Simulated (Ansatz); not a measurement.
**Ir(100) slab, 3 layers: phonons and vibrational spectra**

How does Ir(100) slab, 3 layers vibrate, and is this structure a minimum?

Main program and level: Ansatz 0.2.0; DFT LDA, scalar-relativistic, plane waves, PAW; PAW set soft_1.

**1. The structure**

The cell holds 3 atoms: 3 Ir. Cell: a = 2.715 Å, b = 2.715 Å, c = 16.840 Å, α = 90.0°, β = 90.0°, γ = 90.0°. It derives from Ir. Vacuum lies along c.

**2. Rough relaxation**

The start is far from rest, so a relaxation with loose tolerances brings it close first.

The program solves this slab on a cell height of its own, 31.5 Å, in place of the one typed.

The input, input.yaml:

```yaml
crystal:
  lattice:
    - [1.92, 1.92, 0.0]
    - [-1.92, 1.92, 0.0]
    - [0.0, 0.0, 16.84]
  atoms:
    - { symbol: Ir, position: [0.0, 0.0, 0.385986] }
    - { symbol: Ir, position: [0.5, 0.5, 0.5] }
    - { symbol: Ir, position: [0.0, 0.0, 0.614014] }
  periodic: [true, true, false]
kpoints:
  mp_grid: { grid: [8, 8, 1] }
hamiltonian:
  xc: lda
  pseudopotentials: { kind: paw, azcp: { folder: soft_1 }, xc_functional: pbe }
scf:
  occupations: { method: gaussian, width: 0.1 }
output:
  forces: true
  stress: true
  eigenvalues: true
relax:
  adjacent_minimum: "off"
  f_tol: 0.05
  max_steps: 80
  cell: { stress_2d_tol: 0.02 }
```

Launch:

```bash
ansatz run input.yaml --threads 4 --pin off --max-ram 16384MiB --backend cpu --events-out ev --progress --plain --runs-dir out
```

Numbers of over 12 decimals in the logs are rounded to 6 here.

The program printed:

```text
[...]
F+E_penalty+E_count = -34990.61798480 eV   max|allowed force component| = 3.460e-4 eV/Å   (the final SCF, on the basis selected at the relaxed cell)
  cell:  # Å, volume = 217.9277 Å³
    - [1.860475, 1.860475, 0.0]
    - [-1.860475, 1.860475, 0.0]
    - [0.0, 0.0, 31.47998304]
  atoms:
    - { symbol: Ir, position: [0, 0, 0.208080] }
    - { symbol: Ir, position: [0.5, 0.5, 0.267472] }
    - { symbol: Ir, position: [0, 0, 0.326863] }
[key lines of the parts left out:]
SCF converged after 8 iterations
Free energy (F): -34990.617985 eV
Fermi energy:    -5.807131 eV
P = ½ c Tr σ = 0.0086 N/m
```

Run time: 16 s. Hardware: 4 threads of Arm Neoverse V1, shared host; peak memory 0.5 GiB.

Step by step:

```csv
step,energy less that of the first step (eV),largest force component (eV/Å),volume (Å³)
1,0.0000,1.4988,232.10
2,0.1295,3.1032,214.10
3,-0.3234,0.3426,221.56
4,-0.3429,0.0488,218.08
5,-0.3431,0.0113,218.02
6,-0.3431,0.0000,217.93
7*,-0.3421,0.0003,217.93
```

Relaxation steps marked * repeat the geometry before them on a plane-wave basis chosen anew for their cell, so energy and pressure can jump there. Relaxation step 2 was tried and not accepted.

The run keeps the 16 symmetry operations that it works with, so distortions that break them were not tested.

```csv
cell as run,before,after,change
a (Å),2.715,2.631,-3.1 %
b (Å),2.715,2.631,-3.1 %
```

The atoms that moved most (Å, along periodic axes as changes of fractional coordinates times the final cell, across vacuum about the mean position):

```csv
atom,dx,dy,dz,length
Ir1,0.000,0.000,0.050,0.050
Ir3,0.000,0.000,-0.050,0.050
```

The relaxed structure:

```cif
data_structure
_symmetry_space_group_name_H-M 'P 1'
_symmetry_Int_Tables_number 1
_cell_length_a 2.6311
_cell_length_b 2.6311
_cell_length_c 31.4800
_cell_angle_alpha 90.000
_cell_angle_beta 90.000
_cell_angle_gamma 90.000
_cell_volume 217.93
loop_
_atom_site_label
_atom_site_type_symbol
_atom_site_fract_x
_atom_site_fract_y
_atom_site_fract_z
_atom_site_occupancy
Ir1 Ir 0.00000 0.00000 0.20808 1
Ir2 Ir 0.50000 0.50000 0.26747 1
Ir3 Ir 0.00000 0.00000 0.32686 1
```

Numbers from this step:

```
gap on the k-mesh : 0 eV
area per atom     : 2.308 Å²
```

The relaxation ends with a largest force component of 3.5e-4 eV/Å.

**3. Relaxation**

Harmonic phonons are second derivatives at a point where the forces vanish, and they are wanted at zero stress, so atoms and cell are relaxed first.

The input, input.yaml:

```yaml
crystal:
  lattice:
    - [1.8604754608, 1.8604754608, 0.0]
    - [-1.8604754608, 1.8604754608, 0.0]
    - [0.0, 0.0, 31.47998304]
  atoms:
    - { symbol: Ir, position: [0.0, 0.0, 0.2080798184] }
    - { symbol: Ir, position: [0.5, 0.5, 0.2674715545] }
    - { symbol: Ir, position: [0.0, 0.0, 0.3268632906] }
  periodic: [true, true, false]
kpoints:
  mp_grid: { grid: [16, 16, 1] }
hamiltonian:
  xc: lda
  pseudopotentials: { kind: paw, azcp: { folder: soft_1 }, xc_functional: pbe }
scf:
  occupations: { method: gaussian, width: 0.1 }
output:
  forces: true
  stress: true
  eigenvalues: true
  write_density: true
  write_potential: true
  elf: true
  volumetric_format: npy
relax:
  adjacent_minimum: "off"
  f_tol: 0.005
  max_steps: 80
  cell: { stress_2d_tol: 0.02 }
```

The program printed:

```text
[...]
Crystal: 3 atoms, lattice volume = 217.928 Å³
Basis set: ecut = 420 eV, 4293 PW (Γ)
Bands: 31, of which v1, the nominal top of the filled ones, is band 26 counted from 1 (25 counted from 0)
Symmetry: 16 space group operations
[...]
k-points: 45 of 256
[...]
SCF iter   1: F=—  HF=-34991.122841 eV  |F-HF|=—  |Δ(HF+E_count)|=         —  Δρ=2.10e-2  dr2=1.96e0  ethr=3.10e-3  ⟨swp⟩=16.0  Hψ=12017  notcnv=0
[...]
SCF iter  12: F=-34990.609201 eV  HF=-34990.609201 eV  |F-HF|=1.02e-10  |Δ(HF+E_count)|=  1.53e-10  Δρ=5.09e-8  dr2=7.59e-12  ethr=1.00e-12  ⟨swp⟩=10.4  Hψ=11024  notcnv=0
SCF 1 converged in 12 iterations: F = -34990.609201 eV  dr2 = 7.59e-12
[...]
relax step   1: F+E_penalty+E_count = -34990.60920135 eV  Δ(F+E_penalty+E_count) = +0.000e0 eV  max|allowed force component| = 2.053e-2 eV/Å  Δτ_max = 0.0000 Å  P = +0.258 N/m  Ω = 217.928 Å³  fix = [c, alpha, beta]  reactions: c +0.000 N/m  (12 SCF iters, dr2 threshold 1.00e-7 eV, accepted)
Crystal: 3 atoms, lattice volume = 218.498 Å³
Basis set: ecut = 420 eV, 4301 PW (Γ)
[...]
SCF iter   5: F=-34990.609280 eV  HF=-34990.609280 eV  |F-HF|=4.49e-9  |Δ(HF+E_count)|=   7.75e-8  Δρ=2.77e-6  dr2=2.61e-8  ethr=1.73e-10  ⟨swp⟩=22.6  Hψ=17029  notcnv=0
SCF 2 converged in 5 iterations: F = -34990.609280 eV  dr2 = 2.61e-8
relax step   2: F+E_penalty+E_count = -34990.60927988 eV  Δ(F+E_penalty+E_count) = -7.852e-5 eV  max|allowed force component| = 1.383e-2 eV/Å  Δτ_max = 0.0050 Å  P = -0.102 N/m  Ω = 218.498 Å³  energy of the carried Pulay correction = -4.287e-5 eV  fix = [c, alpha, beta]  reactions: c +0.000 N/m  (5 SCF iters, dr2 threshold 8.84e-8 eV, accepted)
Crystal: 3 atoms, lattice volume = 218.318 Å³
[...]
SCF iter   4: F=-34990.609337 eV  HF=-34990.609337 eV  |F-HF|=1.30e-8  |Δ(HF+E_count)|=   9.45e-9  Δρ=2.54e-6  dr2=1.21e-8  ethr=2.71e-11  ⟨swp⟩=19.6  Hψ=18129  notcnv=0
SCF 3 converged in 4 iterations: F = -34990.609337 eV  dr2 = 1.21e-8
relax step   3: F+E_penalty+E_count = -34990.60933653 eV  Δ(F+E_penalty+E_count) = -5.665e-5 eV  max|allowed force component| = 9.242e-4 eV/Å  Δτ_max = 0.0018 Å  P = -0.008 N/m  Ω = 218.318 Å³  energy of the carried Pulay correction = -2.938e-5 eV  fix = [c, alpha, beta]  reactions: c +0.000 N/m  (4 SCF iters, dr2 threshold 1.38e-8 eV, accepted)
[...]
SCF iter   1: F=—  HF=-34990.608833 eV  |F-HF|=—  |Δ(HF+E_count)|=         —  Δρ=3.30e-5  dr2=7.76e-8  ethr=3.22e-7  ⟨swp⟩=7.1  Hψ=18881  notcnv=0
eigensolver tolerance schedule: the retry pair's looser diagonalisation over-reported the residual by 2111.48 of it (diagonalisation noise at 0.28 of the residual, at the tolerance the schedule requests for it); recorded, not acted on — ethr = c·dr2/N_el stays at c = 1.0e-1
[...]
SCF iter   2: F=—  HF=-34990.609365 eV  |F-HF|=—  |Δ(HF+E_count)|=   5.32e-4  Δρ=2.78e-6  dr2=9.92e-9  ethr=1.52e-10  ⟨swp⟩=6.2  Hψ=5519  notcnv=0
[...]
SCF iter   6: F=-34990.609365 eV  HF=-34990.609365 eV  |F-HF|=4.87e-10  |Δ(HF+E_count)|=   1.17e-8  Δρ=2.32e-8  dr2=1.44e-12  ethr=1.00e-12  ⟨swp⟩=17.2  Hψ=12412  notcnv=0
SCF 4 converged in 6 iterations: F = -34990.609365 eV  dr2 = 1.44e-12
relax step   4: F+E_penalty+E_count = -34990.60936531 eV  Δ(F+E_penalty+E_count) = -2.878e-5 eV  max|allowed force component| = 9.384e-4 eV/Å  Δτ_max = 0.0000 Å  P = -0.009 N/m  Ω = 218.318 Å³  fix = [c, alpha, beta]  reactions: c +0.000 N/m  stress off target by 8.72e-3 N/m on what of the cell is left free  SCF on the basis re-selected at this cell (its energy is not comparable with the rows above)  (6 SCF iters)
basis re-selected at this cell: Δ(F+E_penalty+E_count) = -2.878e-5 eV, ΔP = -0.000 N/m vs the last step (what re-selecting the basis moved, of the pressure what is left beyond the Pulay correction that the steps carried, after the strain that the cell walked since its last selection, with what the two solves' SCF thresholds leave and, on support functions, any second-order correction that the steps lacked; it is no m [...]
SCF converged after 6 iterations
Free energy (F): -34990.609365 eV
[...]
Internal energy: -34990.592889 eV  (E = F + TS)
E sigma→0 (E₀):  -34990.601127 eV
Entropy (-TS):   -0.016476 eV (-5.492 meV/atom)
Fermi energy:    -5.806173 eV
[...]
--- Forces (eV/Å), atoms counted from 1 ---
  atom   1  Ir    -0.00000000    -0.00000000     0.00093844
  atom   2  Ir    -0.00000000    -0.00000000     0.00000000
  atom   3  Ir    -0.00000000     0.00000000    -0.00093844
  max |Σ_I F_I| component: 1.19e-22 eV/Å
--- 2D stress c σ (N/m, compression-positive) ---
       -0.008716       0.000000       0.000000
        0.000000      -0.008716       0.000000
        0.000000       0.000000       0.000000
  P = ½ c Tr σ = -0.0087 N/m
--- Band table (eV; the first three rows and the last of 45) ---
  k-point 0: bands = [... 22 lower, -6.6392, -6.6392, -6.5411, -6.4142, -5.0353, -4.5300, -4.5300, -4.4767, ... 1 higher]
  k-point 1: bands = [... 22 lower, -7.2370, -6.9411, -6.2084, -5.8540, -5.4495, -5.2408, -4.5844, -4.4237, ... 1 higher]
  k-point 2: bands = [... 22 lower, -7.3970, -7.3147, -6.3008, -6.0539, -5.6236, -5.1151, -4.8349, -4.3134, ... 1 higher]
  k-point 44: bands = [... 22 lower, -5.6874, -5.1599, -3.9447, -3.1231, -3.1193, -1.5435, -1.5435, 2.9225, ... 1 higher]
--- Relaxed structure (3 steps of the walk, 3 accepted, 1 SCFs on fresh bases) ---
[...]
cell:  # Å, volume = 218.3185 Å³
    - [1.862143, 1.862143, 0.0]
    - [-1.862143, 1.862143, 0.0]
    - [0.0, 0.0, 31.47998304]
  atoms:
    - { symbol: Ir, position: [0, 0, 0.208180] }
    - { symbol: Ir, position: [0.5, 0.5, 0.2674715545] }
    - { symbol: Ir, position: [0, 0, 0.326763] }
```

It took 26 s on 4 threads; peak memory 0.58 GiB.

Little changed from the start: no atom moved by 0.005 Å and no cell edge by 0.1 %.

This step gave:

| Quantity | Value |
| --- | --- |
| area per atom | 2.312 Å² |

Electrostatic potential energy in the ac plane at fractional y = 0.000, with atoms of Ir within 0.2 Å of it. With pseudopotentials it is smooth inside the atoms' cores, unlike the true potential.

Values in eV, 24 rows by 14 columns, each cell a mean:
```
  0   0   0   0   0   0   0   0   0   0   0   0   0   0
  0   0   0   0   0   0   0   0   0   0   0   0   0   0
  0   0   0   0   0   0   0   0   0   0   0   0   0   0
  0   0   0   0   0   0   0   0   0   0   0   0   0   0
  0   0   0   0   0   0   0   0   0   0   0   0   0   0
  0   0   0   0   0   0   0   0   0   0   0   0   0   0
  0   0   0   0   0   0   0   0   0   0   0   0   0   0
  0   0   0   0   0   0   0   0   0   0   0   0   0   0
  0   0   0   0   0   0   0   0   0   0   0   0   0   0
  0   0   0   0   0   0   0   0   0   0   0   0   0   0
  0   0   0   0   0   0   0   0   0   0   0   0   0   0
  0   0   0   0   0   0   0   0   0   0   0   0   0   0
  0   0   0   0   0   0   0   0   0   0   0   0   0   0
  0   0   0   0   0   0   0   0   0   0   0   0   0   0
 -1  -1  -1  -1  -1   0   0   0   0   0  -1  -1  -1  -1
-39 -38 -35 -29 -19 -10  -6  -5  -6 -10 -19 -29 -35 -38
-48 -47 -44 -39 -27 -15  -9  -7  -9 -15 -27 -39 -44 -47
 -5  -5  -5  -6  -7  -8  -8  -9  -8  -8  -7  -6  -5  -5
-47 -46 -44 -38 -26 -14  -9  -7  -9 -14 -26 -38 -44 -46
-39 -38 -35 -30 -19 -10  -6  -5  -6 -10 -19 -30 -35 -38
 -1  -1  -1  -1  -1   0   0   0   0   0  -1  -1  -1  -1
  0   0   0   0   0   0   0   0   0   0   0   0   0   0
  0   0   0   0   0   0   0   0   0   0   0   0   0   0
  0   0   0   0   0   0   0   0   0   0   0   0   0   0
```
Columns run along a (2.6 Å; values clipped at the 3rd and 97th percentile), rows up along c (31.5 Å). Atoms in or near the plane, at fractional coordinates: Ir at (0.00, 0.21), Ir at (0.00, 0.33).

ELF in the ac plane at fractional y = 0.000, with atoms of Ir within 0.2 Å of it. It is the smooth field of the valence electrons, not physical close to the nuclei.

Ten even steps from '0' (0.00) to '9' (0.48), each cell a mean:
```
00000000000000
00000000000000
00000000000000
00000000000000
00000000000000
00000000000000
00000000000000
00000000000000
00000000000000
00000000000000
00000000000000
00000000000000
00000000000000
00000000000000
22222222222222
99987678767899
99997656567999
34455666665544
99997656567999
99987678767899
22222222222222
00000000000000
00000000000000
00000000000000
```
Columns run along a (2.6 Å), rows up along c (31.5 Å). Atoms in or near the plane, at fractional coordinates: Ir at (0.00, 0.21), Ir at (0.00, 0.33).

Valence density in the ac plane at fractional y = 0.000, with atoms of Ir within 0.2 Å of it. It is the smooth field of the valence electrons, not physical close to the nuclei.

Values in e/Å³, 24 rows by 14 columns, each cell a mean:
```
0.0 0.0 0.0 0.0 0.0 0.0 0.0 0.0 0.0 0.0 0.0 0.0 0.0 0.0
0.0 0.0 0.0 0.0 0.0 0.0 0.0 0.0 0.0 0.0 0.0 0.0 0.0 0.0
0.0 0.0 0.0 0.0 0.0 0.0 0.0 0.0 0.0 0.0 0.0 0.0 0.0 0.0
0.0 0.0 0.0 0.0 0.0 0.0 0.0 0.0 0.0 0.0 0.0 0.0 0.0 0.0
0.0 0.0 0.0 0.0 0.0 0.0 0.0 0.0 0.0 0.0 0.0 0.0 0.0 0.0
0.0 0.0 0.0 0.0 0.0 0.0 0.0 0.0 0.0 0.0 0.0 0.0 0.0 0.0
0.0 0.0 0.0 0.0 0.0 0.0 0.0 0.0 0.0 0.0 0.0 0.0 0.0 0.0
0.0 0.0 0.0 0.0 0.0 0.0 0.0 0.0 0.0 0.0 0.0 0.0 0.0 0.0
0.0 0.0 0.0 0.0 0.0 0.0 0.0 0.0 0.0 0.0 0.0 0.0 0.0 0.0
0.0 0.0 0.0 0.0 0.0 0.0 0.0 0.0 0.0 0.0 0.0 0.0 0.0 0.0
0.0 0.0 0.0 0.0 0.0 0.0 0.0 0.0 0.0 0.0 0.0 0.0 0.0 0.0
0.0 0.0 0.0 0.0 0.0 0.0 0.0 0.0 0.0 0.0 0.0 0.0 0.0 0.0
0.0 0.0 0.0 0.0 0.0 0.0 0.0 0.0 0.0 0.0 0.0 0.0 0.0 0.0
0.0 0.0 0.0 0.0 0.0 0.0 0.0 0.0 0.0 0.0 0.0 0.0 0.0 0.0
0.0 0.0 0.0 0.0 0.0 0.0 0.0 0.0 0.0 0.0 0.0 0.0 0.0 0.0
3.8 3.6 2.8 1.7 0.9 0.4 0.3 0.3 0.3 0.4 0.9 1.7 2.8 3.6
5.4 5.1 4.1 2.6 1.3 0.7 0.5 0.4 0.5 0.7 1.3 2.6 4.1 5.1
0.3 0.3 0.3 0.3 0.4 0.4 0.4 0.5 0.4 0.4 0.4 0.3 0.3 0.3
5.4 5.0 4.0 2.6 1.3 0.7 0.5 0.4 0.5 0.7 1.3 2.6 4.0 5.0
3.9 3.6 2.8 1.8 0.9 0.5 0.3 0.3 0.3 0.5 0.9 1.8 2.8 3.6
0.0 0.0 0.0 0.0 0.0 0.0 0.0 0.0 0.0 0.0 0.0 0.0 0.0 0.0
0.0 0.0 0.0 0.0 0.0 0.0 0.0 0.0 0.0 0.0 0.0 0.0 0.0 0.0
0.0 0.0 0.0 0.0 0.0 0.0 0.0 0.0 0.0 0.0 0.0 0.0 0.0 0.0
0.0 0.0 0.0 0.0 0.0 0.0 0.0 0.0 0.0 0.0 0.0 0.0 0.0 0.0
```
Columns run along a (2.6 Å), rows up along c (31.5 Å). Atoms in or near the plane, at fractional coordinates: Ir at (0.00, 0.21), Ir at (0.00, 0.33).

**4. Tight relaxation**

Phonons need a cell at rest on their own settings, so the relaxation is repeated with tight tolerances on forces and stress on the k mesh and occupations of the first response run.

input.yaml, the sections that differ from step 3:

```yaml
crystal:
  lattice:
    - [1.8621428039, 1.8621428039, 0.0]
    - [-1.8621428039, 1.8621428039, 0.0]
    - [0.0, 0.0, 31.47998304]
  atoms:
    - { symbol: Ir, position: [0.0, 0.0, 0.2081804199] }
    - { symbol: Ir, position: [0.5, 0.5, 0.2674715545] }
    - { symbol: Ir, position: [0.0, 0.0, 0.3267626891] }
  periodic: [true, true, false]
scf:
  occupations: { method: methfessel_paxton, width: 0.2 }
relax:
  adjacent_minimum: "off"
  f_tol: 0.001
  max_steps: 60
  cell: { stress_2d_tol: 0.002 }
# kpoints, hamiltonian, output: as in step 3
```

The program printed:

```text
[...]
Crystal: 3 atoms, lattice volume = 218.318 Å³
Basis set: ecut = 420 eV, 4293 PW (Γ)
Bands: 31, of which v1, the nominal top of the filled ones, is band 26 counted from 1 (25 counted from 0)
Symmetry: 16 space group operations
[...]
k-points: 45 of 256
[...]
--- Relaxed structure (3 steps of the walk, 3 accepted, 1 SCFs on fresh bases) ---
[...]
cell:  # Å, volume = 218.2669 Å³
    - [1.861923, 1.861923, 0.0]
    - [-1.861923, 1.861923, 0.0]
    - [0.0, 0.0, 31.47998304]
  atoms:
    - { symbol: Ir, position: [0, 0, 0.208171] }
    - { symbol: Ir, position: [0.5, 0.5, 0.2674715545] }
    - { symbol: Ir, position: [0, 0, 0.326772] }
[key lines of the parts left out:]
SCF converged after 8 iterations
Free energy (F): -34990.601048 eV
Fermi energy:    -5.803373 eV
P = ½ c Tr σ = -0.0006 N/m
```

It took 26 s on 4 threads; peak memory 0.58 GiB; 1.7 min of CPU time.

Little changed from the start: no atom moved by 0.005 Å and no cell edge by 0.1 %.

This step gave:

```yaml
area_per_atom: 2.311 Å²
```

Electrostatic potential energy in the ac plane at fractional y = 0.000, with atoms of Ir within 0.2 Å of it. With pseudopotentials it is smooth inside the atoms' cores, unlike the true potential.

Ten even steps from '0' (-48 eV) to '9' (0 eV), each cell a mean:
```
99999999999999
99999999999999
99999999999999
99999999999999
99999999999999
99999999999999
99999999999999
99999999999999
99999999999999
99999999999999
99999999999999
99999999999999
99999999999999
99999999999999
99999999999999
12236789876322
00014688864100
88888888888888
00014688864100
11235788875321
99999999999999
99999999999999
99999999999999
99999999999999
```
Columns run along a (2.6 Å; values clipped at the 3rd and 97th percentile), rows up along c (31.5 Å). Atoms in or near the plane, at fractional coordinates: Ir at (0.00, 0.21), Ir at (0.00, 0.33).

Valence density in the ac plane at fractional y = 0.000, with atoms of Ir within 0.2 Å of it. It is the smooth field of the valence electrons, not physical close to the nuclei.

Ten steps, logarithmic in the rise over the least value, from '_' (0.0 e/Å³) to '@' (5.4 e/Å³), each cell a mean:
```
____________________________
____________________________
____________________________
____________________________
____________________________
____________________________
____________________________
____________________________
____________________________
____________________________
____________________________
____________________________
____________________________
____________________________
____________________________
@@@@%%##**====--====**##%%@@
@@@@@@%%**++======++**%%@@@@
------==================----
@@@@@@%%**++======++**%%@@@@
@@@@%%##**====--====**##%%@@
____________________________
____________________________
____________________________
____________________________
```
Columns run along a (2.6 Å), rows up along c (31.5 Å). Atoms in or near the plane, at fractional coordinates: Ir at (0.00, 0.21), Ir at (0.00, 0.33).

ELF in the ac plane at fractional y = 0.000, with atoms of Ir within 0.2 Å of it. It is the smooth field of the valence electrons, not physical close to the nuclei.

Ten even steps from '0' (0.00) to '9' (0.48), each cell a mean:
```
00000000000000
00000000000000
00000000000000
00000000000000
00000000000000
00000000000000
00000000000000
00000000000000
00000000000000
00000000000000
00000000000000
00000000000000
00000000000000
00000000000000
22222222222222
99987678767899
99997656567999
34455666665544
99997656567999
99987678767899
22222222222222
00000000000000
00000000000000
00000000000000
```
Columns run along a (2.6 Å), rows up along c (31.5 Å). Atoms in or near the plane, at fractional coordinates: Ir at (0.00, 0.21), Ir at (0.00, 0.33).

The largest force component left is 0.14 meV/Å, within the tolerances set.

[end of part 1 of 2]

[Logs are printed without paths, hosts, clocks, repeated set-up lines and the standing remarks that a program may print on its own settings, such as how far it seeks lower states.]

[Hosts, paths, dates, database ids (printed as entryN), source tags and the programs' standing remarks are cut or masked in the printed files.]
